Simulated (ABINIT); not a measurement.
# Calculated records

```xyz
4
Lattice="3.113 0.000 0.000 -1.557 2.696 0.000 0.000 0.000 4.981" Properties=species:S:1:pos:R:3 pbc="T T T" subject="AlN (P6_3mc): one start, several treatments of the self-energy" method="RPA screening on PBE, plane waves, norm-conserving pseudopotentials (and 3 further levels or steps)" program="ABINIT 10.8.3" settings="cutoff 36 Ha, PseudoDojo scalar-relativistic 0.4.1 standard, norm-conserving, potential set dojo-sr-pbe-0.4.1-standard, ngkpt (6, 6, 4), nband 182, ecuteps 8.4 Ha, gwcalctyp 1, nfreqim 16, inclvkb 2, shiftk (0, 0, 0), symchi 1, awtr 1, frequency ac, 6×6×4 k-mesh" notes="The database entry behind the starting cell differs from other determinations of this structure. The program’s warnings: nkpt*nsppol () is not a multiple of nproc spkpt (). The cell and positions come from the Crystallography Open Database and are kept as given unless a step says otherwise." g0w0_godby_needs_plasmon_pole="5.614 eV" g0w0_hybertsen_louie_plasmon_pole="5.721 eV" g0w0_von_der_linden_horsch_plasmon_pole="5.708 eV" g0w0_engel_farid_plasmon_pole="5.730 eV" one_shot_hartree_fock="12.646 eV" g0w0_analytic_continuation="5.628 eV" known_limits="short of the basis limit"
Al    0.000    1.797    0.000
Al    1.557    0.899    2.490
N     0.000    1.797    1.893
N     1.557    0.899    4.383
```

[Long decimals in the printed logs are rounded to 6 places.]

[Logs are printed without paths, hosts, clocks, repeated set-up lines and the standing remarks that a program may print on its own settings, such as how far it seeks lower states.]

[Paths, hosts, dates, memory and timing lines, banners, echoed tables and standing remarks are left out of the program output; an Ansatz launch command may be rebuilt from the run's recorded settings. Measured values are a selection of at most five: reports struck by readers or far from the other reports are left out. None is set beside runs whose start may be inverted or whose files or cutoffs have a known fault.]

[Runs of the session that timed out or met a known fault of the program may be left out.]

[Hosts, paths, dates, database ids (printed as entryN), source tags and the programs' standing remarks are cut or masked in the printed files.]

[G0W0 gaps are taken among the corrected bands and points alone; a level outside them can change the order at an edge.]

[Where Ansatz stands beside ABINIT at settings called matched, ABINIT's density can come from a denser mesh and the files from another edition; pairs whose starting gaps differed by over 0.03 eV were left out, so agreement reads better than it is.]
